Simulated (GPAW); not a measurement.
# Optical response of Sc

Aim: the dielectric function of Sc, and the optical constants that follow from it.

Calculated with GPAW 26.7.0; DFT, PBE, plane-wave PAW (GPAW data sets), scalar-relativistic, RPA, optical limit.

## (1) Starting point

It takes space group P6_3/mmc (No. 194, hexagonal). Conventional cell: a = 3.309 Å, b = 3.309 Å, c = 5.273 Å, α = 90.00°, β = 90.00°, γ = 120.00°. Sc has 12 Sc at 3.26 to 3.31 Å nearest.

As a file:

```xyz
2
Lattice="3.3090 0.0000 0.0000 -1.6545 2.8657 0.0000 0.0000 0.0000 5.2733" Properties=species:S:1:pos:R:3 pbc="T T T"
Sc    1.6545    0.9552    3.9550
Sc    0.0000    1.9105    1.3183
```

## (2) Bands for the response

The response needs many more empty bands than the density does.

This step: DFT, PBE, plane-wave PAW (GPAW data sets), scalar-relativistic, bands at fixed density (GPAW 26.7.0).

Contents of nscf.py:

```python
from ase.dft.bandgap import bandgap
from gpaw import GPAW, FermiDirac

calc = GPAW('gs.gpw').fixed_density(kpts={'size': (15, 15, 8), 'gamma': True}, nbands=55, convergence={'bands': 49},
                                    occupations=FermiDirac(0.05), txt='nscf.txt')
print('gap (eV)', bandgap(calc, output=None)[0])
print('direct gap (eV)', bandgap(calc, direct=True, output=None)[0])
print('top band over the Fermi level (eV)', min(calc.get_eigenvalues(kpt=k)[48] for k in range(len(calc.get_ibz_k_points()))) - calc.get_fermi_level())
calc.write('full.gpw', mode='all')
```

Started as:

```sh
OMP_NUM_THREADS=1 python nscf.py
```

Numbers of over 12 decimals in the logs are rounded to 6 here.

The log of the run:

```text
Diagonalizing LCAO Hamiltonian
Converting LCAO to pw mode
convergence criteria:
- Maximum integral of absolute [eigenst]ate change: 4e-08 eV^2 / valence electron
maximum number of iterations: 150

SCF iterations
|iter     |      energy | eigst |  dens |
|iter:   1||             | +3.82 |       |
|iter:   2||             | +2.57 |       |
|iter:   3||             | +1.70 |       |
|iter:   4||             | +0.71 |       |
|iter:   5||             | -0.26 |       |
|iter:   6||             | -1.17 |       |
|iter:   7||             | -2.06 |       |
|iter:   8||             | -2.98 |       |
|iter:   9||             | -3.80 |       |
|iter:  10||             | -4.67 |       |
|iter:  11||             | -5.41 |       |
|iter:  12||             | -6.14 |       |
|iter:  13||             | -6.73 |       |
|iter:  14||             | -7.25 |       |
|iter:  15||             | -7.60c|       |
SCF steps: 15
  __  _  _
 | _ |_)|_||  |
 |__||  | ||/\| - 26.7.0

Versions:
  Python: 3.12.14
  ASE:    3.29.0
  Numpy:  2.5.5
  Scipy:  1.18.1
  Libxc:  7.0.0

Input parameters:
  mode=PW(ecut=500.0),
  convergence={'bands': 49},
  gpts=array([18, 18, 28]),
  kpts=MonkhorstPack(size=(15, 15, 8), gamma=True),
  maxiter=150,
  nbands=55,
  occupations=Occupations(name='fermi-dirac', width=0.05, fixmagmom=False),
  parallel={},
  xc=XC(name='PBE')

--- standard output ---
gap (eV) 0.0
direct gap (eV) 0.0
top band over the Fermi level (eV) 34.507040
```

The job ended after 11 min (1 thread of Intel Xeon at 2.50GHz (Skylake/Cascade Lake), shared host; peak memory 0.41 GiB).

## (3) Dielectric function, RPA

Local fields let the induced charge screen the field inside the cell, which as a rule lowers ε, most along directions where the density is uneven.

This step: DFT, PBE, plane-wave PAW (GPAW data sets), scalar-relativistic, RPA, optical limit (GPAW 26.7.0).

Contents of df.py:

```python
from gpaw.response.df import DielectricFunction

df = DielectricFunction('full.gpw', frequencies={'type': 'nonlinear', 'domega0': 0.03, 'omega2': 8},
                        ecut=50,
                        eta=0.15,
                        nbands=49,
                        rate=0.05,
                        txt='df.txt')
for direction in ['x', 'z']:
    df.get_dielectric_function(xc='RPA', direction=direction, filename=f'df_{direction}.csv')
```

Started as:

```sh
OMP_NUM_THREADS=1 python df.py
```

The log of the run:

```text
Using integrator: PointIntegrator
NonLinearFrequencyDescriptor(from 0.000 to 89.957 eV, 531 points)
Nonperiodic BCs:  [False False False]
Using integrator: PointIntegrator
NonLinearFrequencyDescriptor(from 0.000 to 89.957 eV, 531 points)
Nonperiodic BCs:  [False False False]
Using integrator: PointIntegrator

Calculating chi0 body with:
    Ground state adapter containing:
    Number of spins: 1
    Number of kpoints: 1800
    Number of irreducible kpoints: 192
    Number of completely occupied states: 8
    Number of partially occupied states: 14

    Linear response parametrization:
    q_c: [0.0, 0.0, 0.0]
    Number of frequency points: 531
    Planewave cutoff: 50.0
    Number of bands: 49
    Number of planewaves: 37
    Broadening (eta): 0.15

Integrating chi0 body.

Symmetries of q_c:
    Direct symmetries (Uq -> q): 12
    Indirect symmetries (TUq -> q): 0
In total 12 allowed symmetries.

192 groups of equivalent kpoints. 89.333333% reduction.

Integral kind: spectral function

Calculating chi0 optical extensions with:
    Ground state adapter containing:
    Number of spins: 1
    Number of kpoints: 1800
    Number of irreducible kpoints: 192
    Number of completely occupied states: 8
    Number of partially occupied states: 14

    Linear response parametrization:
    Number of frequency points: 531
    Planewave cutoff: 50.0
    Number of bands: 49
    Number of planewaves: 37
    Broadening (eta): 0.15
Integrating chi0 head and wings.

Symmetries of q_c:
    Direct symmetries (Uq -> q): 12
    Indirect symmetries (TUq -> q): 0
In total 12 allowed symmetries.

192 groups of equivalent kpoints. 89.333333% reduction.

Integral kind: spectral function wings

Calculating drude chi0 with:
    Number of frequency points:531
    Plasma frequency decay rate: 0.05 eV

    Ground state adapter containing:
    Number of spins: 1
    Number of kpoints: 1800
    Number of irreducible kpoints: 192
    Number of completely occupied states: 8
    Number of partially occupied states: 14

Symmetries of q_c:
    Direct symmetries (Uq -> q): 12
    Indirect symmetries (TUq -> q): 0
In total 12 allowed symmetries.

192 groups of equivalent kpoints. 89.333333% reduction.

Integral kind: intraband
Plasma frequency:
[[2.71-0.j 0.  +0.j 0.  +0.j]
 [0.  +0.j 2.71-0.j 0.  +0.j]
 [0.  +0.j 0.  +0.j 4.37+0.j]]
```

Run time: 91 s. Hardware: 1 thread; peak memory 0.24 GiB.

Some rows of df_x.csv (energy; Re and Im without local fields; Re and Im with them):

```text
0.000000, 3002.207817, -0.000000, 3001.109518, -0.000000
0.429336, -12.599307, 30.724601, -13.465763, 30.220528
0.878195, 10.210026, 24.080178, 9.570649, 23.158864
1.347938, 4.869080, 23.654289, 5.131320, 22.381866
1.840057, -1.820101, 18.834465, -0.803153, 18.742780
2.356191, -3.939547, 11.653332, -4.062864, 12.035978
2.898142, -3.400399, 7.927631, -3.444341, 7.876353
3.467895, -1.416581, 6.357944, -1.353228, 6.282942
4.067647, -2.691926, 5.657326, -2.640411, 5.728601
4.699832, -0.970114, 2.814013, -0.964142, 2.822952
5.367152, 1.711988, 3.290205, 1.733011, 3.262350
6.072622, -2.925516, 6.128547, -2.823629, 6.406783
6.819608, -0.517679, 2.334886, -0.635419, 2.302893
7.611886, -1.765903, 3.143076, -1.682126, 3.234079
8.453705, -1.592937, 1.797952, -1.607231, 1.921991
9.349861, -1.066157, 0.931970, -1.132229, 1.022244
10.305790, -0.546481, 0.601771, -0.624606, 0.680086
11.327680, -0.212259, 0.396739, -0.302597, 0.467078
12.422601, 0.067271, 0.246184, -0.047867, 0.304399
13.598673, 0.293825, 0.197188, 0.169294, 0.248997
```

Sum at mesh points, not converged in k. The Im ε by photon energy; read off at these points:

```
photon energy (eV)  E ∥ x  E ∥ z
             0.500   25.2   23.7
             0.750   23.7   14.0
             1.000   24.0   13.8
             1.110   24.6   15.1
             1.250   23.2   16.8
             1.500   22.8   20.1
             1.626   21.7   21.8
             1.750   19.6   20.7
             2.000   17.7   20.3
             2.250   13.6   18.2
             2.500   10.8   14.8
             2.750   9.37   10.0
             3.000   6.97   7.79
             3.250   6.85   7.25
             3.500   6.26   6.63
             3.750   6.87   6.55
             4.000   6.20   5.75
             4.250   4.59   4.38
             4.500   3.35   3.01
             4.750   2.77   2.69
             5.000   2.79   2.51
             5.250   2.86   2.64
             5.500   4.14   3.80
             5.750   6.27   5.58
             5.918   7.93   5.70
             6.000   7.40   4.90
             6.250   4.34   3.35
             6.500   2.75   2.34
             6.750   2.24   2.65
             7.000   3.08   3.49
             7.250   3.63   3.14
             7.500   3.47   2.90
             7.750   2.81   3.23
             8.000   2.54   2.76
             8.250   2.10   2.59
             8.500   1.90   1.94
             8.750   1.49   1.44
             9.000   1.17  0.980
             9.250   1.07  0.788
             9.500  0.916  0.733
             9.750  0.883  0.777
            10.000  0.735  0.506
            10.250  0.687  0.398
            10.500  0.668  0.374
            10.750  0.588  0.331
            11.000  0.528  0.354
            11.250  0.476  0.390
            11.500  0.465  0.370
            11.750  0.406  0.389
            12.000  0.393  0.390
            12.250  0.348  0.333
            12.500  0.299  0.256
            12.750  0.290  0.214
            13.000  0.300  0.218
            13.250  0.277  0.250
            13.500  0.261  0.320
            13.750  0.227  0.327
```

Values under 1 per cm are given as 1; sum at mesh points, not converged in k. The absorption coefficient by photon energy:

```
photon energy (eV)  E ∥ x (1/cm)  E ∥ z (1/cm)
             0.492         2.0e5         3.8e5
             1.010         2.9e5         2.5e5
             1.486         4.7e5         4.0e5
             1.985         6.3e5         6.4e5
             2.508         6.9e5         8.5e5
             3.018         6.9e5         7.9e5
             3.510         6.9e5         8.0e5
             3.980         8.7e5         9.2e5
             4.516         7.6e5         8.3e5
             4.981         5.8e5         6.5e5
             5.515         6.4e5         6.7e5
             6.021         1.4e6         1.2e6
             6.494         1.1e6         9.5e5
             6.985         8.8e5         1.0e6
             7.496         1.2e6         1.1e6
             8.026         1.3e6         1.3e6
             8.516         1.2e6         1.4e6
             9.023         1.1e6         1.2e6
             9.483         1.1e6         1.1e6
            10.026         9.8e5         1.0e6
            10.519         9.0e5         8.3e5
            11.029         8.3e5         6.5e5
            11.479         7.3e5         6.0e5
            12.023         6.4e5         5.9e5
            12.504         5.1e5         4.6e5
            13.000         4.4e5         3.0e5
            13.512         3.7e5         3.7e5
```

Sum at mesh points, not converged in k. Table of Im ε, E ∥ x by photon energy; read off at these points:

```
photon energy (eV)  without local fields  with local fields
             0.500                  25.7               25.2
             0.750                  24.5               23.7
             1.000                  25.1               24.0
             1.110                  25.8               24.6
             1.250                  24.5               23.2
             1.500                  23.9               22.8
             1.750                  19.9               19.6
             2.000                  17.3               17.7
             2.250                  13.0               13.6
             2.500                  10.6               10.8
             2.750                  9.39               9.37
             3.000                  7.04               6.97
             3.250                  6.94               6.85
             3.500                  6.34               6.26
             3.750                  6.88               6.87
             4.000                  6.14               6.20
             4.250                  4.54               4.59
             4.500                  3.33               3.35
             4.750                  2.76               2.77
             5.000                  2.80               2.79
             5.250                  2.87               2.86
             5.500                  4.18               4.14
             5.750                  6.30               6.27
             5.918                  7.83               7.93
             6.000                  7.19               7.40
             6.250                  4.11               4.34
             6.500                  2.68               2.75
             6.750                  2.24               2.24
             7.000                  3.19               3.08
             7.250                  3.67               3.63
             7.500                  3.41               3.47
             7.750                  2.71               2.81
             8.000                  2.42               2.54
             8.250                  1.98               2.10
             8.500                  1.77               1.90
             8.750                  1.36               1.49
             9.000                  1.08               1.17
             9.250                 0.981               1.07
             9.500                 0.832              0.916
             9.750                 0.790              0.883
            10.000                 0.658              0.735
            10.250                 0.609              0.687
            10.500                 0.588              0.668
            10.750                 0.519              0.588
            11.000                 0.461              0.528
            11.250                 0.405              0.476
            11.500                 0.394              0.465
            11.750                 0.341              0.406
            12.000                 0.323              0.393
            12.250                 0.277              0.348
            12.500                 0.244              0.299
            12.750                 0.237              0.290
            13.000                 0.238              0.300
            13.250                 0.217              0.277
            13.500                 0.207              0.261
            13.750                 0.179              0.227
```

The loss function −Im 1/ε at q → 0 has structure finer than the step of the table below, so its rows give means over 0.5 eV, whole bins alone (the curve runs from 0.305 to 14.0 eV). Peaks (eV: height): E ∥ x 12.67: 3.45; E ∥ z 12.67: 4.26.

Sum at mesh points, not converged in k. The loss function −Im 1/ε at q → 0 by energy loss; means over each step:

```
energy loss (eV)   E ∥ x   E ∥ z
             1.0  0.0370  0.0620
             1.5  0.0443  0.0468
             2.0  0.0569  0.0500
             2.5  0.0824  0.0581
             3.0   0.121  0.0937
             3.5   0.147   0.123
             4.0   0.144   0.129
             4.5   0.238   0.196
             5.0   0.348   0.353
             5.5   0.204   0.260
             6.0   0.134   0.179
             6.5   0.236   0.314
             7.0   0.328   0.296
             7.5   0.252   0.292
             8.0   0.271   0.264
             8.5   0.298   0.238
             9.0   0.360   0.263
             9.5   0.485   0.419
            10.0   0.640   0.457
            10.5   0.869   0.840
            11.0    1.16    1.71
            11.5    1.65    2.29
            12.0    2.28    2.53
            12.5    3.21    3.75
            13.0    3.08    2.80
            13.5    2.80    1.84
```

The reflectivity at normal incidence has structure finer than the step of the table below, so its rows give means over 0.5 eV, whole bins alone (the curve runs from 0.305 to 14.0 eV). Peaks (eV: height): E ∥ x 4.16: 46.1, 6.28: 49.9, 8.83: 52.0; E ∥ z 2.66: 60.4, 6.18: 44.1, 9.02: 61.0, 10.10: 62.5.

Sum at mesh points, not converged in k. Reflectivity at normal incidence against photon energy; means over each step:

```
photon energy (eV)  E ∥ x (%)  E ∥ z (%)
               1.0       52.4       50.9
               1.5       53.3       49.9
               2.0       54.3       54.3
               2.5       51.9       58.9
               3.0       46.4       54.4
               3.5       39.9       48.0
               4.0       44.4       50.4
               4.5       40.4       48.8
               5.0       22.4       30.0
               5.5       21.5       22.7
               6.0       42.1       40.8
               6.5       45.4       36.9
               7.0       28.3       30.1
               7.5       37.5       34.1
               8.0       42.8       40.5
               8.5       46.3       51.4
               9.0       49.8       59.7
               9.5       47.6       54.9
              10.0       45.6       59.8
              10.5       41.6       56.1
              11.0       40.4       42.3
              11.5       35.7       32.2
              12.0       31.8       27.7
              12.5       27.0       27.4
              13.0       18.7       14.7
              13.5       15.1       9.61
```

Optical constants at common wavelengths, from n + ik = √ε:

```
wavelength (nm)   n x    k x  R (%) x   1/α x   n z    k z  R (%) z   1/α z
            800  3.56  3.193     54.0   20 nm  3.72  2.817     50.7   23 nm
            633  2.85  3.144     53.9   16 nm  3.21  3.159     53.6   16 nm
            532  2.11  2.933     53.8   14 nm  2.55  3.371     57.4   13 nm
            450  1.79  2.599     50.7   14 nm  1.63  3.044     59.7   12 nm
            365  1.61  2.044     41.4   14 nm  1.46  2.313     48.8   13 nm
            248  1.22  1.148     21.9   17 nm  0.99  1.271     29.0   16 nm
            193  0.86  1.809     48.9  8.5 nm  0.83  1.555     42.5  9.9 nm
```

In reflection the computed colour is light grey: x = 0.312, y = 0.331, luminous reflectivity 55 %.

## (4) Results

**Reading.** At this level (PBE, RPA) Sc is a metal. The mesh is too coarse to trust the carriers' weight, the reflectivity or the colour to better than tens of per cent. In reflection the computed colour is light grey: x = 0.312, y = 0.331, luminous reflectivity 55 %. The carriers' damping of 0.05 eV is typed, not computed; it shapes the response at the lowest energies. In this version of GPAW the matrix elements of the optical limit are incomplete, which can lower ε − 1 by up to a tenth where first-row anions or d states rule, and shift it by more in d metals. GPAW's carrier term has the form −ωp²/(ω + i·rate)², which damps like twice the rate and fails at low energy, so the curves leave the lowest energies out. The sum runs over mesh points 0.15 Å⁻¹ apart with no interpolation, so peaks are partly noise of the mesh, and the Drude plasma energy, a sum over the Fermi surface, isn't converged.

[Machine, clock and banner lines and Python warnings are left out of the logs.]

[Logs are printed without paths, hosts, clocks, repeated set-up lines and the standing remarks that a program may print on its own settings, such as how far it seeks lower states.]

[Hosts, paths, dates, database ids (printed as entryN), source tags and the programs' standing remarks are cut or masked in the printed files.]
